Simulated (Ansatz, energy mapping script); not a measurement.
# VSe in a distorted zinc-blende structure: J from the energies of magnetic orders, part 2 of 3

How strongly do the moments of VSe in a distorted zinc-blende structure couple under PBE+U (0.64 eV)? The plan is to run several orders and fit a Heisenberg model.

PBE with U = 0.64 eV on V d, ortho-atomic projectors; plane waves, U on orthogonalised atomic orbitals unless named otherwise, collinear spin, no spin–orbit coupling.

So far. Step 4 (Run 1 (parallel; cell A, 4 atoms)): The run ends ferromagnetic.

## 5. Run 2 (compensated +−; cell A, 4 atoms)

This order reverses 4 of the 6 neighbours at 4.03 Å, 4 of the 6 neighbours at 4.19 Å and 0 of the 6 neighbours at 5.82 Å, counted for an average magnetic atom.

Contents of input.yaml:

```yaml
crystal:
  lattice:
    - [-0.110797161, -2.850924394, 2.850924394]
    - [0.0, -2.961721555, -2.961721555]
    - [5.812645949, 0.110797161, -0.110797161]
  atoms:
    - { symbol: V, position: [0.011296194, 0.0, 0.005648097], spin: 2.0 }
    - { symbol: V, position: [0.511296194, 0.5, 0.505648097], spin: -2.0 }
    - { symbol: Se, position: [0.488703806, 0.0, 0.744351903] }
    - { symbol: Se, position: [0.988703806, 0.5, 0.244351903] }
magnetization:
  spin_polarized: true
kpoints:
  mp_grid: { grid: [10, 9, 7] }
hamiltonian:
  xc: pbe
  hubbard:
    sites:
      - { species: V, l: d, u_eff: 0.64 }
      - { site: 0, l: d, u_eff: 0.64, starting_ns: [{ spin: up, occupation_matrix: v1_major }, { spin: down, occupation_matrix: v1_minor }] }
      - { site: 1, l: d, u_eff: 0.64, starting_ns: [{ spin: up, occupation_matrix: v1_minor }, { spin: down, occupation_matrix: v1_major }] }
    projectors: ortho-atomic
    occupation_matrices:
      v1_major:
        matrix:
          - [0.904, -0.01, 0.01, 0.0, 0.02]
          - [-0.01, 0.54, 0.025, -0.018, -0.025]
          - [0.01, 0.025, 0.54, -0.018, 0.025]
          - [0.0, -0.018, -0.018, 0.904, 0.0]
          - [0.02, -0.025, 0.025, 0.0, 0.54]
      v1_minor:
        matrix:
          - [0.039, 0.002, -0.002, 0.0, -0.005]
          - [0.002, 0.1, -0.003, 0.004, 0.003]
          - [-0.002, -0.003, 0.1, 0.004, -0.003]
          - [0.0, 0.004, 0.004, 0.039, 0.0]
          - [-0.005, 0.003, -0.003, 0.0, 0.1]
scf:
  occupations: { method: fermi_dirac, width: 0.05 }
output:
  eigenvalues: true
  write_density: true
  write_potential: true
  elf: true
  volumetric_format: npy
```

Run with:

```
ansatz run input.yaml --threads 4 --pin off --max-ram 8192MiB --backend cpu --events-out ev --progress --plain --runs-dir out
```

Numbers of over 12 decimals in the logs are rounded to 6 here.

The log of the run:

```text
[...]
Crystal: 4 atoms, lattice volume = 98.087 Å³
Basis set: ecut = 420 eV, 1887 PW (Γ)
Bands: 38, of which v1, the nominal top of the filled ones, is band 29 counted from 1 (28 counted from 0)
Symmetry: 1 space group operations
k-points: 316 of 630 (time reversal used)
[...]
Starting moments: Σ|m| = 4 μB on 2 of 4 sites
[...]
the translation (0.5, 0.5, 0.5) carries every atom to within crystal.symmetry.tolerance of an atom of its element with the starting moment reversed, but both spin channels are solved: the dense FFT box has an odd point count along it
SCF iter   1: F=—  HF=-16767.270559 eV  |F-HF|=—  |Δ(HF+E_count)|=         —  Δρ=8.90e-2 (↑8.90e-2 ↓8.90e-2)  dr2=3.63e1  dr2_m=1.19e0  M=-0.000 μB ∫|m|=5.904 μB  β_m=1.00  ethr=3.10e-3  ⟨swp⟩=5.4  Hψ=80522  notcnv=0  defer=136
[...]
SCF iter  22: F=-16762.987121 eV  HF=-16762.987121 eV  |F-HF|=1.99e-9  |Δ(HF+E_count)|=   1.98e-7  Δρ=2.41e-6 (↑2.38e-6 ↓2.41e-6)  dr2=7.74e-9  dr2_m=2.21e-9  M=-0.000 μB ∫|m|=5.366 μB  ethr=1.23e-10  ⟨swp⟩=1.0  Hψ=68356  notcnv=0
SCF 1 converged in 22 iterations: F = -16762.987121 eV  dr2 = 7.74e-9
[...]
SCF converged after 22 iterations
Magnetization: -0.0000 μB (29.0000 up, 29.0000 down)
Absolute magnetization: 5.3691 μB (∫|ρ↑−ρ↓|, with the PAW one-centre terms)
[...]
Per-site moments (μB) at R_I (Å): [(2.128097, 1.038199), (-2.128099, 1.038199), (0.00244788, 1.038199), (-0.00244738, 1.038199)]
Free energy (F): -16762.987121 eV
[...]
Internal energy: -16762.960615 eV  (E = F + TS)
E sigma→0 (E₀):  -16762.973868 eV
Entropy (-TS):   -0.026506 eV (-6.626 meV/atom)
Fermi energy:    8.612940 eV
[...]
--- Specified on-site occupations, and those of the state reported ---
  electrons in the specified blocks: 7.6120 specified, 7.6161 found
[...]
--- Band table (eV; the first three rows and the last of 632) ---
  k-point 0 ↑: bands = [... 25 lower, 5.5303, 7.5099, 7.6357, 8.1183, 9.3923, 9.4955, 9.8593, 10.4137, ... 5 higher]
  k-point 1 ↑: bands = [... 25 lower, 5.5155, 7.5115, 7.5311, 8.3161, 9.4497, 9.5542, 10.0536, 10.4689, ... 5 higher]
  k-point 2 ↑: bands = [... 25 lower, 5.4956, 7.4125, 7.5151, 8.6435, 9.5967, 9.6912, 10.4765, 10.6906, ... 5 higher]
  k-point 315 ↓: bands = [... 25 lower, 5.4269, 7.6847, 7.7772, 7.9413, 8.0473, 8.8340, 9.8995, 9.9431, ... 5 higher]
Occupation matrices written to <dir>
```

Elapsed: 2.7 min, on 4 threads of Arm Neoverse V1, shared host; peak memory 2 GiB; 11 min of CPU time.

Spin moment in the sphere by atom:

```tsv
atom	spin moment in the sphere (μB)
V1	2.13
V2	-2.13
Se3	0.00
Se4	0.00
```

The run ends antiferromagnetic, 143.75 meV a magnetic atom above the parallel order of its cell, a difference that unlike orbital or electronic states can set, not exchange alone (energies taken at zero occupation width, not the printed F).

Spin density in the ac plane at fractional y = 0.500, with atoms of V and Se within 0.2 Å of it.

Values in e/Å³, 20 rows by 14 columns, each cell a mean:
```
 0.0  0.0  0.0  0.0  0.0  0.0  0.0  0.0  0.0  0.0  0.0  0.0  0.0  0.0
 0.0  0.0  0.0  0.0  0.0  0.0  0.0  0.0  0.0  0.0  0.0  0.0  0.0  0.0
 0.0  0.0  0.0  0.0  0.0  0.0  0.0  0.0  0.0  0.0  0.0  0.0  0.0  0.0
 0.0  0.0  0.0  0.0  0.0  0.0  0.0  0.0  0.0  0.0  0.0  0.0  0.0  0.0
 0.0  0.0  0.0  0.0  0.0  0.0  0.0  0.0  0.0  0.0  0.0  0.0  0.0  0.0
 0.0  0.0  0.0  0.0  0.0  0.0 -0.1 -0.1 -0.1 -0.1  0.0  0.0  0.0  0.0
 0.0  0.0  0.0  0.0  0.0 -0.1 -0.2 -0.3 -0.2 -0.1  0.0  0.0  0.0  0.0
 0.0  0.0  0.0  0.0 -0.1 -0.1 -0.5 -0.9 -0.5 -0.1  0.0  0.0  0.0  0.0
 0.0  0.0  0.0  0.0 -0.1 -0.3 -1.2 -1.8 -1.1 -0.4 -0.1  0.0  0.0  0.0
 0.0  0.0  0.0 -0.1 -0.2 -0.6 -1.8 -2.6 -1.7 -0.7 -0.1 -0.1  0.0  0.0
 0.0  0.0  0.0  0.0 -0.1 -0.3 -1.3 -1.9 -1.1 -0.4 -0.1  0.0  0.0  0.0
 0.0  0.0  0.0  0.0  0.0 -0.1 -0.7 -1.0 -0.5 -0.2  0.0  0.0  0.0  0.0
 0.0  0.0  0.0  0.0  0.0 -0.1 -0.3 -0.3 -0.2 -0.1  0.0  0.0  0.0  0.0
 0.0  0.0  0.0  0.0  0.0 -0.1 -0.1 -0.1 -0.1  0.0  0.0  0.0  0.0  0.0
 0.0  0.0  0.0  0.0  0.0  0.0  0.0  0.0  0.0  0.0  0.0  0.0  0.0  0.0
 0.0  0.0  0.0  0.0  0.0  0.0  0.0  0.0  0.0  0.0  0.0  0.0  0.0  0.0
 0.0  0.0  0.0  0.0  0.0  0.0  0.0  0.0  0.0  0.0  0.0  0.0  0.0  0.0
 0.0  0.0  0.0  0.0  0.0  0.0  0.0  0.0  0.0  0.0  0.0  0.0  0.0  0.0
 0.0  0.0  0.0  0.0  0.0  0.0  0.0  0.0  0.0  0.0  0.0  0.0  0.0  0.0
 0.0  0.0  0.0  0.0  0.0  0.0  0.0  0.0  0.0  0.0  0.0  0.0  0.0  0.0
```
Columns run along a (4.0 Å), rows up along c (5.8 Å). Atoms in or near the plane, at fractional coordinates: V at (0.51, 0.51), Se at (0.99, 0.24).

ELF in the ac plane at fractional y = 0.500, with atoms of V and Se within 0.2 Å of it. It is the smooth field of the valence electrons, not physical close to the nuclei.

Ten even steps from '0' (0.01) to '9' (0.82), each cell a mean:
```
43210000000134
21100000000012
11000000000001
11000001100011
11111111111111
11110112110011
11100135310001
11100268730001
33102689872012
55313798972135
88632689862378
99851378632699
89994234226999
57997322249986
14997411369962
25897411369963
78886300258987
99874100147899
98752000025788
76420000002467
```
Columns run along a (4.0 Å), rows up along c (5.8 Å). Atoms in or near the plane, at fractional coordinates: V at (0.51, 0.51), Se at (0.99, 0.24).

## 6. Another try at this order

The input is changed once more, to see how this run answers a poor choice.

Edit input.yaml of step 5 so:

```diff
@@ -39,7 +39,5 @@
   occupations: { method: fermi_dirac, width: 0.05 }
+  max_iter: 75
 output:
   eigenvalues: true
-  write_density: true
-  write_potential: true
-  elf: true
-  volumetric_format: npy
+accuracy: 2.5
```

The log of the run:

```text
Error: YAML parse error: error: line 43 column 1: unknown variant `2.5`, expected one of low, medium, high
  --> <input>:43:1
   |
41 | output:
42 |   eigenvalues: true
43 | accuracy: 2.5
   | ^ unknown variant `2.5`, expected one of low, medium, high
```

Run time: 0.02 s. Hardware: 4 threads; peak memory 0.024 GiB.

The input was rejected at the start.

The program's message: “Error: YAML parse error: error: line 43 column 1: unknown variant `2.5`, expected one of low, medium, high”

The change that led to it: accuracy = 2.5.

## 7. Parallel start in cell B (4 atoms)

A new cell needs its own zero of energy.

This run holds the same structure in another cell (b 4.189 → 4.033 Å, c 5.815 → 7.166 Å, α 90.0 → 92.5°, β 93.1 → 105.0°, γ 90.0 → 117.4°).

Contents of input.yaml:

```yaml
crystal:
  lattice:
    - [-2.850924394, -0.110797161, -2.850924394]
    - [2.850924394, -2.850924394, -0.110797161]
    - [-3.072518716, -2.850924394, 5.812645949]
  atoms:
    - { symbol: V, position: [0.994351903, 0.508472146, 0.502824048], spin: 2.0 }
    - { symbol: V, position: [0.994351903, 0.008472146, 0.002824049], spin: 2.0 }
    - { symbol: Se, position: [0.255648097, 0.616527854, 0.872175951] }
    - { symbol: Se, position: [0.255648097, 0.116527854, 0.372175952] }
magnetization:
  spin_polarized: true
kpoints:
  mp_grid: { grid: [12, 12, 12] }
hamiltonian:
  xc: pbe
  hubbard:
    sites:
      - { species: V, l: d, u_eff: 0.64 }
      - { site: 0, l: d, u_eff: 0.64, starting_ns: [{ spin: up, occupation_matrix: v1_major }, { spin: down, occupation_matrix: v1_minor }] }
      - { site: 1, l: d, u_eff: 0.64, starting_ns: [{ spin: up, occupation_matrix: v1_major }, { spin: down, occupation_matrix: v1_minor }] }
    projectors: ortho-atomic
    occupation_matrices:
      v1_major:
        matrix:
          - [0.904, -0.01, 0.01, 0.0, 0.02]
          - [-0.01, 0.54, 0.025, -0.018, -0.025]
          - [0.01, 0.025, 0.54, -0.018, 0.025]
          - [0.0, -0.018, -0.018, 0.904, 0.0]
          - [0.02, -0.025, 0.025, 0.0, 0.54]
      v1_minor:
        matrix:
          - [0.039, 0.002, -0.002, 0.0, -0.005]
          - [0.002, 0.1, -0.003, 0.004, 0.003]
          - [-0.002, -0.003, 0.1, 0.004, -0.003]
          - [0.0, 0.004, 0.004, 0.039, 0.0]
          - [-0.005, 0.003, -0.003, 0.0, 0.1]
scf:
  occupations: { method: fermi_dirac, width: 0.05 }
output:
  eigenvalues: true
```

The log of the run:

```text
[...]
Crystal: 4 atoms, lattice volume = 98.087 Å³
Basis set: ecut = 420 eV, 1891 PW (Γ)
Bands: 38, of which v1, the nominal top of the filled ones, is band 29 counted from 1 (28 counted from 0)
Symmetry: 2 space group operations
k-points: 868 of 1728 (time reversal used)
[...]
Starting moments: Σ|m| = 4 μB on 2 of 4 sites
[...]
k-point 0 ↑: bands = [... 25 lower, 5.1532, 7.5344, 7.5346, 7.6539, 7.8556, 8.2384, 9.5092, 9.5595, ... 5 higher]
  k-point 1 ↑: bands = [... 25 lower, 5.1494, 7.5313, 7.5343, 7.6430, 7.8439, 8.2681, 9.5472, 9.5906, ... 5 higher]
  k-point 2 ↑: bands = [... 25 lower, 5.1429, 7.5225, 7.5347, 7.6142, 7.8095, 8.3589, 9.6405, 9.6791, ... 5 higher]
  k-point 867 ↓: bands = [... 25 lower, 5.5885, 9.1482, 10.5428, 10.5433, 10.8955, 10.8956, 10.9521, 10.9788, ... 5 higher]
Occupation matrices written to <dir>
[key lines of the parts left out:]
SCF converged after 15 iterations
Magnetization: 5.9995 μB (31.9998 up, 26.0002 down)
Free energy (F): -16763.275511 eV
Fermi energy:    8.899860 eV
```

It took 4.5 min on 4 threads; peak memory 4.8 GiB.

The run ends ferromagnetic. For each magnetic atom its energy differs from the parallel run of the first cell by -0.36 meV, an error that one common reference would have brought in.

## 8. Run 4 (compensated +−; cell B, 4 atoms)

This order reverses 2 of the 6 neighbours at 4.03 Å, 4 of the 6 neighbours at 4.19 Å and 6 of the 6 neighbours at 5.82 Å, counted for an average magnetic atom.

Edit input.yaml of step 7 so:

```diff
@@ -7,3 +7,3 @@
     - { symbol: V, position: [0.994351903, 0.508472146, 0.502824048], spin: 2.0 }
-    - { symbol: V, position: [0.994351903, 0.008472146, 0.002824049], spin: 2.0 }
+    - { symbol: V, position: [0.994351903, 0.008472146, 0.002824049], spin: -2.0 }
     - { symbol: Se, position: [0.255648097, 0.616527854, 0.872175951] }
@@ -20,3 +20,3 @@
       - { site: 0, l: d, u_eff: 0.64, starting_ns: [{ spin: up, occupation_matrix: v1_major }, { spin: down, occupation_matrix: v1_minor }] }
-      - { site: 1, l: d, u_eff: 0.64, starting_ns: [{ spin: up, occupation_matrix: v1_major }, { spin: down, occupation_matrix: v1_minor }] }
+      - { site: 1, l: d, u_eff: 0.64, starting_ns: [{ spin: up, occupation_matrix: v1_minor }, { spin: down, occupation_matrix: v1_major }] }
     projectors: ortho-atomic
```

The log of the run:

```text
[...]
Crystal: 4 atoms, lattice volume = 98.087 Å³
Basis set: ecut = 420 eV, 1891 PW (Γ)
Bands: 38, of which v1, the nominal top of the filled ones, is band 29 counted from 1 (28 counted from 0)
Symmetry: 1 space group operations
k-points: 868 of 1728 (time reversal used)
[...]
Starting moments: Σ|m| = 4 μB on 2 of 4 sites
[...]
k-point 0 ↑: bands = [... 25 lower, 5.5497, 7.5123, 7.6215, 9.0138, 9.8708, 9.9378, 10.1209, 10.5540, ... 5 higher]
  k-point 1 ↑: bands = [... 25 lower, 5.5496, 7.5067, 7.6166, 9.0312, 9.9268, 9.9324, 10.1098, 10.5743, ... 5 higher]
  k-point 2 ↑: bands = [... 25 lower, 5.5503, 7.4915, 7.6034, 9.0846, 9.9184, 10.0335, 10.1303, 10.6306, ... 5 higher]
  k-point 867 ↓: bands = [... 25 lower, 5.4379, 7.7058, 7.7601, 8.0486, 8.8538, 9.1288, 10.0428, 10.5174, ... 5 higher]
Occupation matrices written to <dir>
[key lines of the parts left out:]
SCF converged after 18 iterations
Magnetization: -0.0000 μB (29.0000 up, 29.0000 down)
Free energy (F): -16763.094111 eV
Fermi energy:    8.617164 eV
```

Elapsed: 4.9 min, on 4 threads; peak memory 4.9 GiB.

The run ends antiferromagnetic, 90.40 meV a magnetic atom above the parallel order of its cell, a difference that unlike orbital or electronic states can set, not exchange alone (energies taken at zero occupation width, not the printed F).

## 9. Run 5 (parallel; cell C, 4 atoms)

The parallel order again, as the reference for this cell.

This run holds the same structure in another cell (a 4.033 → 4.189 Å, b 4.033 → 4.189 Å, c 7.166 → 6.894 Å, α 92.5 → 72.3°, β 105.0 → 72.3°, γ 117.4 → 60.0°).

Contents of input.yaml:

```yaml
crystal:
  lattice:
    - [0.0, 2.961721555, 2.961721555]
    - [2.961721555, 2.961721555, 0.0]
    - [-2.740127233, 5.701848788, -2.740127233]
  atoms:
    - { symbol: V, position: [0.002824048, 0.002824048, 0.991527854], spin: 2.0 }
    - { symbol: V, position: [0.502824048, 0.502824048, 0.491527854], spin: 2.0 }
    - { symbol: Se, position: [0.372175952, 0.372175952, 0.883472146] }
    - { symbol: Se, position: [0.872175951, 0.872175951, 0.383472146] }
magnetization:
  spin_polarized: true
kpoints:
  mp_grid: { grid: [11, 11, 11] }
hamiltonian:
  xc: pbe
  hubbard:
    sites:
      - { species: V, l: d, u_eff: 0.64 }
      - { site: 0, l: d, u_eff: 0.64, starting_ns: [{ spin: up, occupation_matrix: v1_major }, { spin: down, occupation_matrix: v1_minor }] }
      - { site: 1, l: d, u_eff: 0.64, starting_ns: [{ spin: up, occupation_matrix: v1_major }, { spin: down, occupation_matrix: v1_minor }] }
    projectors: ortho-atomic
    occupation_matrices:
      v1_major:
        matrix:
          - [0.904, -0.01, 0.01, 0.0, 0.02]
          - [-0.01, 0.54, 0.025, -0.018, -0.025]
          - [0.01, 0.025, 0.54, -0.018, 0.025]
          - [0.0, -0.018, -0.018, 0.904, 0.0]
          - [0.02, -0.025, 0.025, 0.0, 0.54]
      v1_minor:
        matrix:
          - [0.039, 0.002, -0.002, 0.0, -0.005]
          - [0.002, 0.1, -0.003, 0.004, 0.003]
          - [-0.002, -0.003, 0.1, 0.004, -0.003]
          - [0.0, 0.004, 0.004, 0.039, 0.0]
          - [-0.005, 0.003, -0.003, 0.0, 0.1]
scf:
  occupations: { method: fermi_dirac, width: 0.05 }
output:
  eigenvalues: true
```

The log of the run:

```text
[...]
Crystal: 4 atoms, lattice volume = 98.087 Å³
Basis set: ecut = 420 eV, 1893 PW (Γ)
Bands: 38, of which v1, the nominal top of the filled ones, is band 29 counted from 1 (28 counted from 0)
Symmetry: 4 space group operations
k-points: 366 of 1331 (time reversal used)
[...]
Starting moments: Σ|m| = 4 μB on 2 of 4 sites
[...]
k-point 0 ↑: bands = [... 25 lower, 5.1533, 7.5343, 7.5343, 7.8030, 7.8030, 8.4841, 9.5093, 9.8308, ... 5 higher]
  k-point 1 ↑: bands = [... 25 lower, 5.0992, 7.5313, 7.5313, 7.7850, 7.7850, 8.5253, 9.5724, 9.8645, ... 5 higher]
  k-point 2 ↑: bands = [... 25 lower, 4.9505, 7.5242, 7.5242, 7.7375, 7.7375, 8.6458, 9.7287, 9.9585, ... 5 higher]
  k-point 365 ↓: bands = [... 25 lower, 5.6952, 9.1686, 10.2332, 10.4584, 10.5816, 10.9045, 10.9379, 11.1348, ... 5 higher]
Occupation matrices written to <dir>
[key lines of the parts left out:]
SCF converged after 15 iterations
Magnetization: 5.9995 μB (31.9998 up, 26.0002 down)
Free energy (F): -16763.274873 eV
Fermi energy:    8.898770 eV
```

Run time: 1.8 min. Hardware: 4 threads; peak memory 2.2 GiB.

The run ends ferromagnetic. For each magnetic atom its energy differs from the parallel run of the first cell by 0.10 meV, an error that one common reference would have brought in.

## 10. Run 6 (compensated +−; cell C, 4 atoms)

This order reverses 6 of the 6 neighbours at 4.03 Å, 0 of the 6 neighbours at 4.19 Å and 6 of the 6 neighbours at 5.82 Å, counted for an average magnetic atom.

Edit input.yaml of step 9 so:

```diff
@@ -7,3 +7,3 @@
     - { symbol: V, position: [0.002824048, 0.002824048, 0.991527854], spin: 2.0 }
-    - { symbol: V, position: [0.502824048, 0.502824048, 0.491527854], spin: 2.0 }
+    - { symbol: V, position: [0.502824048, 0.502824048, 0.491527854], spin: -2.0 }
     - { symbol: Se, position: [0.372175952, 0.372175952, 0.883472146] }
@@ -20,3 +20,3 @@
       - { site: 0, l: d, u_eff: 0.64, starting_ns: [{ spin: up, occupation_matrix: v1_major }, { spin: down, occupation_matrix: v1_minor }] }
-      - { site: 1, l: d, u_eff: 0.64, starting_ns: [{ spin: up, occupation_matrix: v1_major }, { spin: down, occupation_matrix: v1_minor }] }
+      - { site: 1, l: d, u_eff: 0.64, starting_ns: [{ spin: up, occupation_matrix: v1_minor }, { spin: down, occupation_matrix: v1_major }] }
     projectors: ortho-atomic
```

The log of the run:

```text
[...]
Crystal: 4 atoms, lattice volume = 98.087 Å³
Basis set: ecut = 420 eV, 1893 PW (Γ)
Bands: 38, of which v1, the nominal top of the filled ones, is band 29 counted from 1 (28 counted from 0)
Symmetry: 2 space group operations
k-points: 366 of 1331 (time reversal used)
[...]
Starting moments: Σ|m| = 4 μB on 2 of 4 sites
[...]
k-point 0 ↑: bands = [... 25 lower, 5.3810, 7.5986, 7.5986, 9.2077, 9.8890, 10.1177, 10.1177, 10.7158, ... 5 higher]
  k-point 1 ↑: bands = [... 25 lower, 5.3253, 7.5905, 7.5905, 9.2301, 9.9730, 10.0954, 10.0954, 10.7500, ... 5 higher]
  k-point 2 ↑: bands = [... 25 lower, 5.2357, 7.5690, 7.5690, 9.2993, 10.0440, 10.0440, 10.1967, 10.8348, ... 5 higher]
  k-point 365 ↓: bands = [... 25 lower, 5.4909, 7.6422, 7.7845, 7.9161, 8.8063, 9.0699, 9.9729, 10.3026, ... 5 higher]
Occupation matrices written to <dir>
[key lines of the parts left out:]
SCF converged after 20 iterations
Magnetization: 0.0000 μB (29.0000 up, 29.0000 down)
Free energy (F): -16763.077757 eV
Fermi energy:    8.663843 eV
```

Wall time 72 s (4 threads); peak memory 2 GiB.

The run ends antiferromagnetic, 98.26 meV a magnetic atom above the parallel order of its cell, a difference that unlike orbital or electronic states can set, not exchange alone (energies taken at zero occupation width, not the printed F).

(Part 2 of 3 ends here.)

[Logs and program files are shortened in this print: banners, set-up blocks, solver, clock and traceback lines can be left out without a mark of their own.]

[Logs are printed without paths, hosts, clocks, repeated set-up lines and the standing remarks that a program may print on its own settings, such as how far it seeks lower states.]

[Hosts, paths, dates, database ids (printed as entryN), source tags and the programs' standing remarks are cut or masked in the printed files.]

[Where a cell is said to come from a database of computed structures, the database is the Materials Project.]
